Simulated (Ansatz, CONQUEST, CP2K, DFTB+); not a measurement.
## CONQUEST runs on random packing of Li (88 atoms)

Wanted: CONQUEST inputs and outputs for random packing of Li (88 atoms), checked against a plane-wave reference.

Main program and level: CONQUEST 1.3; the method is named at each step.

### 1. Starting point

The cell holds 88 atoms: 88 Li. Its edges and angles: a = 12.701 Å, b = 12.701 Å, c = 12.701 Å, α = 90.0°, β = 90.0°, γ = 90.0°. 88 atoms (88 Li) packed at random in a cube at 0.495 g/cm³ and pushed apart as soft spheres; a start for melting by ab initio MD, not an equilibrated structure. Then every atom was moved at random, 0.03 Å r.m.s. a Cartesian component.

The yardstick, on the same geometry:

| Quantity | Value |
| --- | --- |
| method | Kohn-Sham DFT, PBE, PAW, plane waves (Ansatz 0.2.0); cutoff 420 eV, Γ point, fermi-dirac smearing of 0.05 eV; PAW set soft_2 |
| r.m.s. force component | 0.3791 eV/Å |
| longest force | 1.207 eV/Å |
| pressure | 0.9614 GPa |
| SCF cycles | 9 |
| time | 31 s on 4 threads of AMD EPYC 7R43, shared host |
| CPU time | 1.8 min |

### 2. PBE, grid 80 Ha

Method: Kohn-Sham DFT, PBE, norm-conserving pseudopotentials, pseudo-atomic orbitals (double zeta with polarisation), diagonalisation.

The .ion files beside the input carry potential, basis and functional.

Contents of Conquest_input:

```
IO.Title cell
IO.Coordinates coords.dat
IO.FractionalAtomicCoords T
IO.Iprint 1
General.NumberOfSpecies 1
AtomMove.TypeOfRun static
AtomMove.CalcStress T
Grid.GridCutoff 80
DM.SolutionMethod diagon
SC.MaxIters 100
SC.LinearMixingFactor 0.1
SC.KerkerPreCondition T
minE.SCTolerance 1e-06
Diag.kT 0.001837
Diag.MPMesh T
Diag.GammaCentred T
Diag.MPMeshX 1
Diag.MPMeshY 1
Diag.MPMeshZ 1
%block ChemicalSpeciesLabel
1 6.940 Li
%endblock
```

Contents of coords.dat:

```
24.000845 0.000000 0.000000
0.000000 24.000845 0.000000
0.000000 0.000000 24.000845
88
0.37755 0.73956 0.20166 1 T T T
0.65142 0.67250 0.58876 1 T T T
0.86127 0.11376 0.53318 1 T T T
0.94755 0.25423 0.67680 1 T T T
0.46294 0.90187 0.85971 1 T T T
0.08997 0.03673 0.84976 1 T T T
0.85476 0.54672 0.76202 1 T T T
0.25922 0.46198 0.22129 1 T T T
0.75043 0.95761 0.56245 1 T T T
0.39157 0.04295 0.10414 1 T T T
0.58591 0.55524 0.73177 1 T T T
0.34423 0.42144 0.04505 1 T T T
0.97092 0.63528 0.50134 1 T T T
0.54191 0.58078 0.17034 1 T T T
0.67515 0.22225 0.58630 1 T T T
0.28609 0.68789 0.75736 1 T T T
0.15330 0.63136 0.28411 1 T T T
0.02751 0.18036 0.02942 1 T T T
0.66700 0.07159 0.43761 1 T T T
0.55563 0.06481 0.59585 1 T T T
0.37663 0.63080 0.36477 1 T T T
0.87340 0.12669 0.91472 1 T T T
0.89505 0.18582 0.17545 1 T T T
0.12143 0.81535 0.05978 1 T T T
0.25638 0.28598 0.70767 1 T T T
0.59876 0.77272 0.92700 1 T T T
0.90413 0.62311 0.97939 1 T T T
0.25002 0.76180 0.47705 1 T T T
0.34832 0.38690 0.84912 1 T T T
0.08567 0.69591 0.91089 1 T T T
0.46416 0.45486 0.29514 1 T T T
0.95747 0.95774 0.03040 1 T T T
0.80772 0.38095 0.96712 1 T T T
0.59034 0.31789 0.34931 1 T T T
0.17503 0.29819 0.04912 1 T T T
0.33117 0.07318 0.70255 1 T T T
0.47205 0.10758 0.29518 1 T T T
0.64333 0.74739 0.14867 1 T T T
0.71479 0.44842 0.43737 1 T T T
0.12290 0.40996 0.77565 1 T T T
0.80891 0.55617 0.57462 1 T T T
0.21728 0.17188 0.55473 1 T T T
0.81979 0.40274 0.18597 1 T T T
0.35632 0.28700 0.29994 1 T T T
0.53997 0.55936 0.44335 1 T T T
0.26708 0.03055 0.93159 1 T T T
0.45707 0.24412 0.63000 1 T T T
0.40256 0.59953 0.59323 1 T T T
0.69454 0.92540 0.01826 1 T T T
0.79573 0.12707 0.71429 1 T T T
0.56976 0.39279 0.96310 1 T T T
0.71904 0.57533 0.08687 1 T T T
0.56112 0.75054 0.41781 1 T T T
0.05743 0.81111 0.48688 1 T T T
0.04203 0.69100 0.72531 1 T T T
0.99052 0.48643 0.62241 1 T T T
[... 28 atom lines left out ...]
0.49226 0.86675 0.64744 1 T T T
0.45630 0.22780 0.92212 1 T T T
0.71456 0.87336 0.34451 1 T T T
0.19504 0.87949 0.79008 1 T T T
```

Command:

```
> OMP_NUM_THREADS=1 mpirun -np 2 Conquest > output.txt
```

Numbers of over 12 decimals in the logs are rounded to 6 here.

Conquest_out:

```text
      Simulation cell dimensions:    24.0008 a0 x    24.0008 a0 x    24.0008 a0
        This calculation includes non-local pseudopotentials,
         with a maximum core radius of     10.08002921
    Job title: cell
    Job to be run: static calculation
    Ground state search:
      Support functions represented with PAO basis
      1:1 PAO to SF mapping
      Non-spin-polarised electrons
      Solving for the K matrix using diagonalisation
      Using Fermi-Dirac smearing
    Integration grid size:    100 x  100 x  100
    Integration grid spacing:  0.240 a0 x 0.240 a0 x 0.240 a0
    Number of species:  1
    --------------------------------------------------------
    |   #  mass (au)  Charge (e)  SF Rad (a0)  NSF  Label  |
    --------------------------------------------------------
    |   1      6.940       3.000       10.320    6  Li     |
    --------------------------------------------------------
          SCF tolerance:                 0.00000100
          SCF iterations:               100
    The calculation will be performed on     2 processes
    The calculation will be performed on     1 thread
    Using the default matrix multiplication kernel
    The functional used will be GGA PBE96
    set_atom_dens: In set_atomic_density, electrons :     264.000000000000
    PulayMixSC: Starting Pulay mixing, A_up =  0.100 A_dn =  0.100
    PulayMixSC: Spin non-polarised calculation.
    PulayMixSC: with Kerker preconditioning, q0 =  0.100
          Harris-Foulkes Energy            :      -632.841089 Ha
          Free Energy (E-TS)               :      -632.857367 Ha
    PulayMixSC: Pulay iteration     1 residual:              0.73612E-03
          Harris-Foulkes Energy            :      -632.768161 Ha
          Free Energy (E-TS)               :      -632.785546 Ha
    PulayMixSC: Pulay iteration     2 residual:              0.63925E-03
          Harris-Foulkes Energy            :      -632.605575 Ha
          Free Energy (E-TS)               :      -632.626258 Ha
    PulayMixSC: Pulay iteration     3 residual:              0.29398E-03
          Harris-Foulkes Energy            :      -632.596421 Ha
          Free Energy (E-TS)               :      -632.617685 Ha
    PulayMixSC: Pulay iteration     4 residual:              0.25477E-03
          Harris-Foulkes Energy            :      -632.577794 Ha
          Free Energy (E-TS)               :      -632.601370 Ha
    PulayMixSC: Pulay iteration     5 residual:              0.10174E-03
          Harris-Foulkes Energy            :      -632.575939 Ha
          Free Energy (E-TS)               :      -632.599806 Ha
    PulayMixSC: Pulay iteration     6 residual:              0.82038E-04
          Harris-Foulkes Energy            :      -632.574668 Ha
          Free Energy (E-TS)               :      -632.598344 Ha
    PulayMixSC: Pulay iteration     7 residual:              0.33196E-04
          Harris-Foulkes Energy            :      -632.574384 Ha
          Free Energy (E-TS)               :      -632.598183 Ha
    PulayMixSC: Pulay iteration     8 residual:              0.26179E-04
          Harris-Foulkes Energy            :      -632.574335 Ha
          Free Energy (E-TS)               :      -632.598066 Ha
    PulayMixSC: Pulay iteration     9 residual:              0.99335E-05
          Harris-Foulkes Energy            :      -632.574331 Ha
          Free Energy (E-TS)               :      -632.598063 Ha
    PulayMixSC: Pulay iteration    10 residual:              0.85263E-05
          Harris-Foulkes Energy            :      -632.574299 Ha
          Free Energy (E-TS)               :      -632.598053 Ha
    PulayMixSC: Pulay iteration    11 residual:              0.32257E-05
          Harris-Foulkes Energy            :      -632.574292 Ha
          Free Energy (E-TS)               :      -632.598052 Ha
    PulayMixSC: Pulay iteration    12 residual:              0.25697E-05
          Harris-Foulkes Energy            :      -632.574278 Ha
          Free Energy (E-TS)               :      -632.598051 Ha
    PulayMixSC: Pulay iteration    13 residual:              0.10960E-05
          Harris-Foulkes Energy            :      -632.574276 Ha
          Free Energy (E-TS)               :      -632.598050 Ha
    PulayMixSC: Pulay iteration    14 residual:              0.85907E-06
    PulayMixSC: Reached SCF tolerance of  0.85907E-06 after     14 iterations
      | Number of electrons      =       264.003265
      | GS Energy as E-(1/2)TS   =      -632.586163 Ha
      | Free Energy as E-TS      =      -632.598050 Ha
      |* Harris-Foulkes energy   =      -632.574276 Ha
      |* DFT total energy        =      -632.574275 Ha
    force: Forces on atoms (Ha/a0)
    force:  Atom   X              Y              Z
    force:     1   0.0006430367  -0.0026169383   0.0029837308
    force:     2   0.0037891724   0.0146686471   0.0000872494
    force:     3   0.0090257113  -0.0025004106  -0.0153198293
    force:     4   0.0154881079  -0.0001837039   0.0041530739
    force:     5  -0.0048197138   0.0130174900  -0.0048084591
    force:     6  -0.0106672632   0.0153487950  -0.0022366680
    force:     7  -0.0007799156   0.0043159754   0.0136133517
    force:     8  -0.0042918747   0.0002196663  -0.0009455492
    force:     9  -0.0000234561  -0.0184728326   0.0084049185
    force:    10   0.0225984557  -0.0072619479  -0.0068499817
    force:    11  -0.0014680570  -0.0082049470   0.0082887420
    force:    12   0.0134789324   0.0015665556   0.0063851151
    force:    13   0.0099281290  -0.0077786592  -0.0099350140
    force:    14  -0.0126186222  -0.0047719757  -0.0003255038
    force:    15   0.0042088729   0.0096719140  -0.0131856900
    force:    16   0.0023931900  -0.0037784023   0.0049821766
    force:    17  -0.0016524222   0.0072296402  -0.0004235824
    force:    18   0.0022058286  -0.0099579563   0.0084407630
    force:    19  -0.0076943618   0.0087355822  -0.0150716214
    force:    20  -0.0058214638  -0.0088605430   0.0086109188
    force:    21  -0.0096797802  -0.0024396853   0.0031647682
    force:    22  -0.0127383802  -0.0050534468   0.0014090754
    force:    23  -0.0006249391  -0.0030355459  -0.0083291690
    force:    24   0.0032182130  -0.0014878346   0.0020824917
[...]
force:    81  -0.0052905887   0.0165639963  -0.0029942423
    force:    82   0.0052851642   0.0104476109  -0.0053358213
    force:    83  -0.0062378647  -0.0023497523   0.0092793875
    force:    84  -0.0124534932   0.0037416111   0.0025017799
    force:    85  -0.0010318803  -0.0112014295   0.0002832558
    force:    86  -0.0003964767  -0.0139539770  -0.0080821715
    force:    87  -0.0008840448  -0.0001903103  -0.0012624617
    force:    88   0.0033241382  -0.0070494205  -0.0054330996
    force: Maximum force :        0.02259846(Ha/a0) on atom        10 in x direction
    force: Force Residual:        0.01335566 Ha/a0
    force: Total stress:         -1.52717953    -1.80527306    -0.63817801 GPa
    force: Average pressure:      1.32354353 GPa
    get_E_and_F: Change in energy during last step of electronic optimisation:  0.13169E-05
```

The job ended after 6.2 min (2 MPI ranks of AMD EPYC 7R43, shared host; peak memory 7 GiB).

Banners, paths, timers and routine set-up lines are dropped from the logs unmarked, and long logs keep their key lines alone; longer cuts are marked.

Against the reference:

| Property | Result |
| --- | --- |
| r.m.s. force component | 0.3965 eV/Å |
| r.m.s. difference of force components | 27.49 meV/Å |
| longest difference of force vectors | 90.06 meV/Å |
| force difference over r.m.s. force | 7.253 % |
| slope of forces against the reference's | 1.044 |
| correlation of force components | 0.9985 |
| pressure | 1.323 GPa |
| pressure difference | 0.3621 GPa |

A closer look about Li11, picked at random: 10 atoms, nearest first, numbered in the order of the input, with positions taken from that point.

| atom | x | y | z | distance (Å) | bonds | Fx | Fy | Fz (eV/Å) |
| --- | --- | --- | --- | --- | --- | --- | --- | --- |
| Li11 | 0.00 | 0.00 | 0.00 | 0.00 | 2 | -0.08 | -0.42 | 0.43 |
| Li2 | 0.83 | 1.49 | -1.82 | 2.49 | 4 | 0.19 | 0.75 | 0.00 |
| Li48 | -2.33 | 0.56 | -1.76 | 2.97 | 5 | 0.33 | 0.50 | 0.01 |
| Li66 | -2.01 | 0.54 | 2.60 | 3.33 | 3 | 0.45 | 0.10 | -0.14 |
| Li7 | 3.41 | -0.11 | 0.38 | 3.44 | 3 | -0.04 | 0.22 | 0.70 |
| Li41 | 2.83 | 0.01 | -2.00 | 3.46 | 5 | -0.33 | 0.03 | -0.28 |
| Li51 | -0.21 | -2.06 | 2.94 | 3.60 | 1 | 0.19 | 0.25 | 0.19 |
| Li61 | 2.37 | -2.82 | -0.23 | 3.69 | 4 | -0.10 | 0.74 | 0.28 |
| Li45 | -0.58 | 0.05 | -3.66 | 3.71 | 6 | 0.60 | -0.52 | 0.21 |
| Li26 | 0.16 | 2.76 | 2.48 | 3.72 | 5 | 0.29 | -1.02 | -0.26 |

Forces lie 7.3 % from the reference's, at 7.0 times its CPU time (on 2 against 4 cores).

### 3. PBE, grid 60 Ha

Method: Kohn-Sham DFT, PBE, norm-conserving pseudopotentials, pseudo-atomic orbitals (double zeta with polarisation), diagonalisation.

Conquest_input, as its differences from that of step 2:

```diff
@@ -7,3 +7,3 @@
 AtomMove.CalcStress T
-Grid.GridCutoff 80
+Grid.GridCutoff 60
 DM.SolutionMethod diagon
```

coords.dat is that of step 2.

Conquest_out:

```text
      Simulation cell dimensions:    24.0008 a0 x    24.0008 a0 x    24.0008 a0
        This calculation includes non-local pseudopotentials,
         with a maximum core radius of     10.08002921
    Job title: cell
    Job to be run: static calculation
    Ground state search:
      Support functions represented with PAO basis
      1:1 PAO to SF mapping
      Non-spin-polarised electrons
[... lines left out ...]
      Using Fermi-Dirac smearing
[... lines left out ...]
    The functional used will be GGA PBE96
[... lines left out ...]
          Free Energy (E-TS)               :      -632.857849 Ha
[... lines left out ...]
          Free Energy (E-TS)               :      -632.786028 Ha
[... lines left out ...]
          Free Energy (E-TS)               :      -632.626743 Ha
[... lines left out ...]
          Free Energy (E-TS)               :      -632.598542 Ha
[... lines left out ...]
          Free Energy (E-TS)               :      -632.598542 Ha
[... lines left out ...]
      | Number of electrons      =       264.003263
      | GS Energy as E-(1/2)TS   =      -632.586655 Ha
      | Free Energy as E-TS      =      -632.598542 Ha
      |* Harris-Foulkes energy   =      -632.574768 Ha
      |* DFT total energy        =      -632.574766 Ha
    force: Forces on atoms (Ha/a0)
    force:  Atom   X              Y              Z
    force:     1  -0.0006064944  -0.0027452439   0.0028781285
    force:     2   0.0043200330   0.0154352730  -0.0002073440
    force:     3   0.0100277723  -0.0018305031  -0.0155399617
[...]
force:    87  -0.0003522348   0.0007399488  -0.0014358802
    force:    88   0.0040166931  -0.0074587552  -0.0048261589
    force: Maximum force :        0.02334982(Ha/a0) on atom        10 in x direction
    force: Force Residual:        0.01351871 Ha/a0
    force: Total stress:         -1.53548255    -1.80851550    -0.64366747 GPa
    force: Average pressure:      1.32922184 GPa
    get_E_and_F: Change in energy during last step of electronic optimisation:  0.15372E-05
```

The job ended after 5.3 min (2 MPI ranks; peak memory 6.4 GiB).

Against the reference:

```
r.m.s. force component                          : 0.4013 eV/Å
r.m.s. difference of force components           : 36.52 meV/Å
longest difference of force vectors             : 125 meV/Å
force difference over r.m.s. force              : 9.633 %
slope of forces against the reference's         : 1.056
correlation of force components                 : 0.9973
pressure                                        : 1.329 GPa
pressure difference                             : 0.3678 GPa
energy less the same-level run's                : -0.152 meV/atom
r.m.s. force difference from the same-level run : 30.88 meV/Å
```

This is a coarse setting, run to see what it loses.

Against the first run (7.3 %), the force difference from the reference is 9.6 %, at 0.85 times the CPU time: the grid matters here.

The forces add up to 0.70 eV/Å instead of zero, usually a sign of too coarse a grid.

### 4. All runs compared

Differences are against the plane-wave reference, forces as r.m.s. over components; share is that over the reference's r.m.s. force, slope the least-squares factor from reference forces to these. Total energies of different programs have different zeros and aren't compared.

| run | Δ force, r.m.s. (meV/Å) | share (%) | slope | Δ pressure (GPa) | cores | CPU time | memory (GiB) |
| --- | --- | --- | --- | --- | --- | --- | --- |
| reference | - | - | - | - | 4 | 1.8 min | 1.6 |
| CONQUEST PBE, grid 80 Ha | 27.5 | 7.25 | 1.044 | 0.362 | 2 | 12 min | 7.0 |
| CONQUEST PBE, grid 60 Ha (coarse) | 36.5 | 9.63 | 1.056 | 0.368 | 2 | 11 min | 6.4 |

Rows marked coarse were listed beforehand as settings not expected to be converged; some can still land near the reference.

CPU time is summed over cores on a shared host, where runs went side by side, so it is rough. Symmetry, cutoffs, thresholds, outputs and thread counts weren't matched or tuned between programs; memory under MPI is the largest rank's times the ranks.

Within one program, basis, potentials and functional, energies share a zero. Each run against its twin at the usual cutoff or grid and solver:

| run | twin | Δ energy (meV/atom) | Δ force, r.m.s. (meV/Å) | CPU time over the twin's |
| --- | --- | --- | --- | --- |
| CONQUEST PBE, grid 60 Ha | grid 80 Ha | -0.152 | 30.9 | 0.85 |

Left out of this page: CONQUEST PBE, grid 80 Ha, multi-site 5 bohr (stopped by an internal error of the program).

### 5. Outcome

| Property | Result |
| --- | --- |
| nearest in forces | CONQUEST PBE, grid 80 Ha, 7.3 % |
| its CPU time | 12 min |

**Reading.** The PBE run in local orbitals, coarse settings apart, differs by 7.3 % (CONQUEST PBE, grid 80 Ha); basis, grid and potentials can all enter. Runs with settings chosen to be coarse differ by 9.6 % (CONQUEST PBE, grid 60 Ha), their programs' other errors included. None of the electronic-structure runs in the table takes under half the reference's CPU time of 1.8 min; they take 6.0 to 7.0 times as much. The electronic-structure runs sample only Γ, in a cell whose shortest periodic width is 13 Å, which is coarse for a cell with partly filled levels.

[Also dropped from logs without a mark: logging warnings of Python, and SIESTA's first energy breakdown and zero terms.]

[Logs are printed without paths, hosts, clocks, repeated set-up lines and the standing remarks that a program may print on its own settings, such as how far it seeks lower states.]

[Hosts, paths, dates, database ids (printed as entryN), source tags and the programs' standing remarks are cut or masked in the printed files.]
